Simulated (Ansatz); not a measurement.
## A convergence test on SrTiO3 (Tausonite): k mesh of the hybrid

Wanted: the cheapest k mesh of the hybrid that holds the HSE06 gap of SrTiO3 (Tausonite).

Calculated with Ansatz 0.2.0; DFT, HSE06, plane waves, PAW.

## 1. The structure

It takes space group Pm-3m (No. 221, cubic). The conventional cell has a = 3.905 Å, b = 3.905 Å, c = 3.905 Å, α = 90.00°, β = 90.00°, γ = 90.00°. Sr has 12 O at 2.76 Å nearest. Nearest to Ti lie 6 O at 1.95 Å. O has 2 Ti at 1.95 Å and 4 Sr at 2.76 Å nearest. Farther neighbours and most contacts between anions are not listed.

Coordinates:

```cif
data_structure
_symmetry_space_group_name_H-M 'Pm-3m'
_symmetry_Int_Tables_number 221
_cell_length_a 3.9053
_cell_length_b 3.9053
_cell_length_c 3.9053
_cell_angle_alpha 90.000
_cell_angle_beta 90.000
_cell_angle_gamma 90.000
_cell_volume 59.56
loop_
_atom_site_label
_atom_site_type_symbol
_atom_site_symmetry_multiplicity
_atom_site_Wyckoff_symbol
_atom_site_fract_x
_atom_site_fract_y
_atom_site_fract_z
_atom_site_occupancy
Sr1 Sr 1 b 0.50000 0.50000 0.50000 1
Ti1 Ti 1 a 0.00000 0.00000 0.00000 1
O1 O 3 d 0.50000 0.00000 0.00000 1
```

The cell and positions come from the Crystallography Open Database and are kept as given unless a step says otherwise. The default PAW set here is soft_2. Its files were made with PBE.

## 2. k mesh of the hybrid: 2×2×2

File input.yaml:

```yaml
crystal:
  lattice:
    - [3.90528, 0.0, 0.0]
    - [0.0, 3.90528, 0.0]
    - [0.0, 0.0, 3.90528]
  atoms:
    - { symbol: Sr, position: [0.5, 0.5, 0.5] }
    - { symbol: Ti, position: [0.0, 0.0, 0.0] }
    - { symbol: O, position: [0.5, 0.0, 0.0] }
    - { symbol: O, position: [0.0, 0.5, 0.0] }
    - { symbol: O, position: [0.0, 0.0, 0.5] }
kpoints:
  mp_grid: { grid: [2, 2, 2] }
  band_path:
    path: [[0.0, 0.0, 0.0], [0.0, 0.5, 0.0], [0.5, 0.5, 0.0], [0.5, 0.5, 0.5]]
    npoints: 1
hamiltonian:
  xc: hse06
scf:
  occupations: { method: fixed }
  n_extra_bands: 5
output:
  eigenvalues: true
  write_density: true
  write_potential: true
  elf: true
  volumetric_format: npy
```

Started as:

```bash
$ ansatz run input.yaml --threads 3 --pin off --max-ram 92160MiB --backend cuda --events-out ev --progress --plain --runs-dir out --devices 1 --max-vram 13GiB  # rebuilt from the run's record
```

Numbers of over 12 decimals in the logs are rounded to 6 here.

What it wrote:

```text
scf.n_extra_bands = 5 over 20 filled bands (N_el = 40.0): the run solves 25 bands
exact exchange: scf.exx.singularity resolves to wigner_seitz, which cuts the screened interaction at the faces of the exchange supercell's Wigner-Seitz cell, so that each pair interacts once, at the shortest of its separations (the periodic images that this leaves out come, for a point-like exchange hole, to about 0.065 eV on a filled level). The cut falls within the interaction's reach, and what an exchange supercel [...]
GPUs: using 1 of 1 available (devices: 1).
Engine: ansatz 0.2.0, x86_64-unknown-linux-gnu
Pseudopotentials: kind: paw
Pseudopotential: Sr, paw, valence charge 10, recommended cutoff 420 eV (normal), Sr.paw.azcp
Pseudopotential: Ti, paw, valence charge 12, recommended cutoff 420 eV (normal), Ti.paw.azcp
Pseudopotential: O, paw, valence charge 6, recommended cutoff 420 eV (normal), O.paw.azcp
Functional definition: HSE06
  parameter a = 0.25
  parameter omega = 0.11/bohr
  exchange = pbe_x - a*pbe_x_sr(omega) + a*exact_x_sr(omega)
  correlation = pbe_c
davidson cushion auto → on  (no smearing: the cushion is to keep the highest requested band from converging to the state above it; pin scf.eigensolver.cushion to override)
concurrent solve slots: 2 of 3 are kept, ahead of what memory takes: no pass of the eigensolver takes more rounds on 2
device memory: the entry about to start is reckoned to put 0.7 GiB on a device that reports 52.4 GiB free (of which the cap on the GPU budget leaves the run 13.0 GiB)
GPU FFT provider: cuFFT
GPU libraries: cuBLAS 13.8.2, cuFFT 12.4.0, cuSOLVER 12.3.4
Crystal: 5 atoms, lattice volume = 59.560 Å³
Basis set: ecut = 420 eV, 1189 PW (Γ)
Bands: 25, of which v1, the nominal top of the filled ones, is band 20 counted from 1 (19 counted from 0)
Symmetry: 48 space group operations
Space group: Pm-3m (ITA 221), of the structure as read, at distance tolerance 3.9e-5 Å
k-points: 4 of 8
Non-local potential: Sr, projectors of the file, l = 0: 3, l = 1: 2, l = 2: 2
Non-local potential: Ti, projectors of the file, l = 0: 3, l = 1: 2, l = 2: 3, l = 3: 1
Non-local potential: O, projectors of the file, l = 0: 2, l = 1: 2, l = 2: 1
PAW form: soft (Blöchl's): semilocal exchange-correlation on the pseudo side does not see the compensation charge
PAW frozen core: Sr, regenerated for the run's functional, and the local potential with it (the file was generated under x = pbe(κ = 0.804, μ = 0.219515), c = pbe(β = 0.066725))
PAW frozen core: Ti, regenerated for the run's functional, and the local potential with it (the file was generated under x = pbe(κ = 0.804, μ = 0.219515), c = pbe(β = 0.066725))
PAW frozen core: O, regenerated for the run's functional, and the local potential with it (the file was generated under x = pbe(κ = 0.804, μ = 0.219515), c = pbe(β = 0.066725))
PAW one-centre angular grid: Sr, 110 points (default); XC on 64 Gauss nodes
PAW one-centre angular grid: Ti, 590 points (default); XC on 64 Gauss nodes
PAW one-centre angular grid: O, 110 points (default); XC on 96 Gauss nodes
Initial density: superposition of atomic densities (neutral atoms: chi_scale 0, normalization atom), corrected by the library's trained network
Initial wavefunctions: pseudopotential atomic-orbital guess
GPU buffer pool allocated for 19683 grid points (all kernels)
GPU transforms: local potential and band sums: pruned to the plane-wave sphere, on 25×27×27
Functional: x = pbe(κ = 0.804, μ = 0.219515), c = pbe(β = 0.066725), warm-up for x = pbe(κ = 0.804, μ = 0.219515) + 0.25 (exact − pbe) at short range (hse, ω = 0.207870 Å⁻¹), c = pbe(β = 0.066725); HSE06 as pw.x's `hse` composes it (authors' and Libxc's form: `xc: wpbeh`)
SCF iter   1: F=—  HF=-7753.739814 eV  |F-HF|=—  |Δ(HF+E_count)|=         —  Δρ=1.60e-2  dr2=1.72e-1  ethr=1.77e-3  ⟨swp⟩=7.2  Hψ=432  notcnv=0
preconditioner: auto → none  [insulator: Δε(μ)=1.872 eV  Ē_g=12.175 eV  n_scr=18 (ndim 8)  ℏωp=26.4 eV  f_vac=0.000]
[...]
SCF iter   2: F=—  HF=-7755.536372 eV  |F-HF|=—  |Δ(HF+E_count)|=   9.38e-2  Δρ=2.23e-2  dr2=3.08e-1  ethr=5.41e-6  ⟨swp⟩=6.5  Hψ=436  notcnv=0
SCF iter   3: F=—  HF=-7755.470410 eV  |F-HF|=—  |Δ(HF+E_count)|=   6.60e-2  Δρ=3.48e-3  dr2=9.21e-3  ethr=5.41e-6  ⟨swp⟩=5.5  Hψ=391  notcnv=0
SCF iter   4: F=—  HF=-7755.497113 eV  |F-HF|=—  |Δ(HF+E_count)|=   2.67e-2  Δρ=2.63e-3  dr2=5.35e-3  ethr=5.41e-6  ⟨swp⟩=3.2  Hψ=303  notcnv=0
SCF iter   5: F=—  HF=-7755.495676 eV  |F-HF|=—  |Δ(HF+E_count)|=   1.44e-3  Δρ=6.79e-4  dr2=1.13e-4  ethr=5.41e-6  ⟨swp⟩=4.0  Hψ=265  notcnv=0
SCF iter   6: F=-7755.495963 eV  HF=-7755.495967 eV  |F-HF|=3.25e-6  |Δ(HF+E_count)|=   2.90e-4  Δρ=1.80e-4  dr2=9.46e-6  ethr=2.32e-7  ⟨swp⟩=3.2  Hψ=290  notcnv=0
SCF 2 stopped early in 6 iterations: F = -7755.495963 eV  dr2 = 9.46e-6
  greatest PAW one-centre occupation: 1.000 electrons in one spin orbital (limit 2), on the Ti atom at site 1 (counted from 0), in its partial waves of l = 0
hybrid outer 1: dexx = +3.068e-2 eV, tail = 1.04e-4 eV
GPU FFT provider: cuFFT
GPU libraries: cuBLAS 13.8.2, cuFFT 12.4.0, cuSOLVER 12.3.4
GPU buffer pool allocated for 19683 grid points (all kernels)
GPU transforms: local potential and band sums: pruned to the plane-wave sphere, on 25×27×27
Exchange kernel: α = 0.2500, screened, ω = 0.2079 Å⁻¹, Wigner–Seitz truncation, v(0) = 763.1974 eV·Å³, q-mesh 2×2×2, nearest image of the exchange supercell L = 7.81 Å, pair-density grid 20×20×20, without the augmentation charges, whose exchange is taken in its separable form by FFT convolution over the k-point mesh (sized by the pseudopotential files, 27×27×27 at the most), smooth part of the exact exchange by density-matrix convolution in up to 317.6 MiB of GPU memory as planned if the GPU has room (build and FFT work areas not counted)
Frozen-core exchange: fock
SCF iter   1: F=—  HF=-7755.495082 eV  |F-HF|=—  |Δ(HF+E_count)|=         —  Δρ=7.60e-5  dr2=2.55e-6  ethr=1.30e-6  ⟨swp⟩=3.0  Hψ=236  notcnv=0
preconditioner: auto → none  [insulator: Δε(μ)=2.967 eV  Ē_g=14.046 eV  n_scr=18 (ndim 8)  ℏωp=26.4 eV  f_vac=0.001]
iter 2 solved again at ethr=4.22e-10 eV; its pass at ethr=4.69e-9 eV (dr2=1.69e-7 eV) is discarded
SCF iter   2: F=—  HF=-7755.495082 eV  |F-HF|=—  |Δ(HF+E_count)|=   2.89e-7  Δρ=3.17e-5  dr2=4.03e-7  ethr=4.22e-10  ⟨swp⟩=2.2  Hψ=551  notcnv=0
SCF iter   3: F=—  HF=-7755.495084 eV  |F-HF|=—  |Δ(HF+E_count)|=   2.38e-6  Δρ=1.85e-5  dr2=1.28e-7  ethr=4.22e-10  ⟨swp⟩=4.2  Hψ=336  notcnv=0
SCF iter   4: F=-7755.495084 eV  HF=-7755.495084 eV  |F-HF|=4.76e-9  |Δ(HF+E_count)|=   3.43e-8  Δρ=4.70e-6  dr2=1.37e-8  ethr=3.05e-10  ⟨swp⟩=3.0  Hψ=250  notcnv=0
SCF 3 converged in 4 iterations: F = -7755.495084 eV  dr2 = 1.37e-8
hybrid outer 2: dexx = +2.324e-6 eV, tail = 6.68e-8 eV, Δε = 3.88e-3 eV (about 1.13e-4 eV left of the loop's levels)
device memory: the entry about to start is reckoned to put 0.4 GiB on a device that reports 49.2 GiB free (of which the cap on the GPU budget leaves the run 13.0 GiB)
NSCF: frozen V_eff on 4 k-points
hybrid SCF converged: 2 outer / 10 inner (+5 warm-up), last move |dexx| = 2.32e-6 eV, tail = 6.68e-8 eV
Stability not checked: this state was not tested for a lower state beside it, because the functional holds exact exchange (a hybrid, or Hartree-Fock), whose exchange loop this test does not read (fock_operator; see scf.lower_state_search)
Free energy (F): -7755.495084 eV
Frozen-core exchange: fock
Harris-Foulkes:  -7755.495084 eV  (|F-HF|=4.76e-9)
Internal energy: -7755.495084 eV  (E = F + TS)
E sigma→0 (E₀):  -7755.495084 eV
Fermi energy:    9.081094 eV
--- Per-component energies (eV) ---
  E_band       = -292.265973
  E_kinetic    = 1050.963816
  E_local      = -2369.542551  (includes V_loc(G=0)·N_el)
  E_nonlocal   = 340.378489
  E_hartree    = 825.656081
  E_xc         = -398.281281
  E_vxc        = -456.192092  (∫ρ·V_xc dr)
  E_exx        = -121.864153  (= α·E_x^exact, valence–valence)
  E_paw        = -4191.094177  (= ΣΔE_a)
  E_vpaw       = -265.462403  (= ΣTr[D̂ρ^β])
  E_aug_tail   = 0.007566  (compensation charges beyond the density's cutoff)
  E_ewald      = -2891.094941
  E_core_change = -0.623933  (= ΣΔE_core)
  E_smearing   = -0.000000  (= −TS)
  E_closure    = 0.000000  (closes the sum)
  Σ components = -7755.495084   (vs F -7755.495084, Δ=0.00e0)
--- Band table (eV) ---
  k-point 0: bands = [... 16 lower, 7.7857, 8.6313, 8.6313, 8.6313, 12.0457, 12.0457, 12.0457, 14.5102, ... 1 higher]
  k-point 1: bands = [... 16 lower, 6.5088, 6.9755, 8.2095, 8.2095, 12.2123, 14.1607, 14.1607, 14.5277, ... 1 higher]
  k-point 2: bands = [... 16 lower, 7.0030, 7.3565, 7.3565, 8.9959, 14.1719, 14.1719, 14.7081, 15.6000, ... 1 higher]
  k-point 3: bands = [... 16 lower, 4.9712, 9.0811, 9.0811, 9.0811, 14.9452, 14.9452, 14.9452, 17.6900, ... 1 higher]
```

Elapsed: 10 s, on 1 × NVIDIA H100 80GB HBM3 (shared by 6 runs) with 3 threads of AMD EPYC 7R13 (Zen 3), shared host; peak memory 1 GiB; 7.5 s of CPU time.

Reading the cycles: dr2 is the Hartree energy of the density residual (eV), the measure of convergence; HF is the Harris–Foulkes estimate of the energy, which meets the free energy F at convergence.

Numbers from this step:

| Item | Value |
| --- | --- |
| gap | 2.965 eV |
| valence top at | R |
| conduction bottom at | Γ |
| least direct gap | 3.414 eV |
| exact-exchange fraction | 0.25 |

The gap is indirect, with the least direct gap 0.45 eV higher.

## 3. k mesh of the hybrid: 4×4×4

Edit input.yaml of step 2 so:

```diff
@@ -12,3 +12,3 @@
 kpoints:
-  mp_grid: { grid: [2, 2, 2] }
+  mp_grid: { grid: [4, 4, 4] }
   band_path:
```

What it wrote:

```text
[...]
GPUs: using 1 of 1 available (devices: 1).
[...]
GPU FFT provider: cuFFT
GPU libraries: cuBLAS 13.8.2, cuFFT 12.4.0, cuSOLVER 12.3.4
Crystal: 5 atoms, lattice volume = 59.560 Å³
Basis set: ecut = 420 eV, 1189 PW (Γ)
Bands: 25, of which v1, the nominal top of the filled ones, is band 20 counted from 1 (19 counted from 0)
[... 1 set-up line as in the run before ...]
[...]
k-points: 10 of 64
[...]
Fermi energy:    8.970725 eV
[...]
--- Band table (eV; the first three rows and the last of 10) ---
  k-point 0: bands = [... 16 lower, 7.7041, 8.5939, 8.5939, 8.5939, 12.2954, 12.2954, 12.2954, 14.7207, ... 1 higher]
  k-point 1: bands = [... 16 lower, 7.1930, 7.2738, 8.3317, 8.3317, 12.3853, 13.4217, 13.4217, 14.7322, ... 1 higher]
  k-point 2: bands = [... 16 lower, 6.4700, 6.8980, 8.1761, 8.1761, 12.4800, 14.4114, 14.4114, 14.7393, ... 1 higher]
  k-point 9: bands = [... 16 lower, 4.9469, 8.9707, 8.9707, 8.9707, 15.2307, 15.2307, 15.2307, 17.6521, ... 1 higher]
[key lines of the parts left out:]
Free energy (F): -7756.183198 eV
```

Elapsed: 20 s, on 1 × NVIDIA H100 80GB HBM3 (shared by 6 runs) with 3 threads; peak memory 1.1 GiB.

This step gave:

```
gap                  : 3.325 eV
valence top at       : R
conduction bottom at : Γ
least direct gap     : 3.702 eV
```

The gap is 3.325 eV, +0.360 eV from the run before at this level.

## 4. k mesh of the hybrid: 6×6×6

Edit input.yaml of step 3 so:

```diff
@@ -12,3 +12,3 @@
 kpoints:
-  mp_grid: { grid: [4, 4, 4] }
+  mp_grid: { grid: [6, 6, 6] }
   band_path:
@@ -23,5 +23 @@
   eigenvalues: true
-  write_density: true
-  write_potential: true
-  elf: true
-  volumetric_format: npy
```

What it wrote:

```text
[...]
GPUs: using 1 of 1 available (devices: 1).
[...]
GPU FFT provider: cuFFT
GPU libraries: cuBLAS 13.8.2, cuFFT 12.4.0, cuSOLVER 12.3.4
Crystal: 5 atoms, lattice volume = 59.560 Å³
Basis set: ecut = 420 eV, 1189 PW (Γ)
Bands: 25, of which v1, the nominal top of the filled ones, is band 20 counted from 1 (19 counted from 0)
[... 1 set-up line as in the run before ...]
[...]
k-points: 20 of 216
[...]
Fermi energy:    8.966884 eV
[...]
--- Band table (eV; the first three rows and the last of 20) ---
  k-point 0: bands = [... 16 lower, 7.7011, 8.5935, 8.5935, 8.5935, 12.3066, 12.3066, 12.3066, 14.7280, ... 1 higher]
  k-point 1: bands = [... 16 lower, 7.4781, 7.7965, 8.4375, 8.4375, 12.3512, 12.8986, 12.8986, 14.7348, ... 1 higher]
  k-point 2: bands = [... 16 lower, 6.7676, 7.0769, 8.2477, 8.2477, 12.4438, 13.9356, 13.9356, 14.7434, ... 1 higher]
  k-point 19: bands = [... 16 lower, 4.9462, 8.9669, 8.9669, 8.9669, 15.2431, 15.2431, 15.2431, 17.6510, ... 1 higher]
[key lines of the parts left out:]
Free energy (F): -7756.196500 eV
```

Wall time 18 s (1 × NVIDIA H100 80GB HBM3 (shared by 6 runs) with 3 threads); peak memory 1.3 GiB; 27 s of CPU time.

Numbers from this step:

* gap: 3.340 eV
* valence top at: R
* conduction bottom at: Γ
* least direct gap: 3.713 eV

The gap is 3.340 eV, +0.015 eV from the run before at this level.

## 5. The series

Differences are against the last row; a negative gap means that bands overlap, and a run with a band path holds that path's time. Times are wall times on 1 × NVIDIA H100 80GB HBM3 (shared by 6 runs) with 3 threads of AMD EPYC 7R13 (Zen 3), shared host, good to a factor of about two.

| k mesh of the hybrid | gap (eV) | direct gap (eV) | gap error (eV) | energy error (meV/atom) | irreducible k | time |
| --- | --- | --- | --- | --- | --- | --- |
| 2×2×2 | 2.965 | 3.414 | −0.375 | +140.3 | 4 | 10 s |
| 4×4×4 | 3.325 | 3.702 | −0.015 | +2.7 | 10 | 20 s |
| 6×6×6 | 3.340 | 3.713 | +0.000 | +0.0 | 20 | 18 s |

## 6. Results

| Property | Result |
| --- | --- |
| 2×2×2 | 2.965 eV |
| 4×4×4 | 3.325 eV |
| 6×6×6 | 3.340 eV |

**Reading.** The gap holds to 0.02 eV from 4×4×4 on. At 2×2×2 the gap is off by −0.375 eV and the energy by +140 meV/atom. The gap is read over the mesh and added points near the edges, so meshes differ mainly through the density and, for a hybrid, the exchange operator.

[Paths, hosts, dates, memory and timing lines, banners, echoed tables and standing remarks are left out of the program output.]

[Logs are printed without paths, hosts, clocks, repeated set-up lines and the standing remarks that a program may print on its own settings, such as how far it seeks lower states.]

[Runs of the session that timed out or met a known fault of the program may be left out.]

[Cells called generated may have been cut or substituted from an entry of the Crystallography Open Database or the Materials Project.]

[Hosts, paths, dates, database ids (printed as entryN), source tags and the programs' standing remarks are cut or masked in the printed files.]
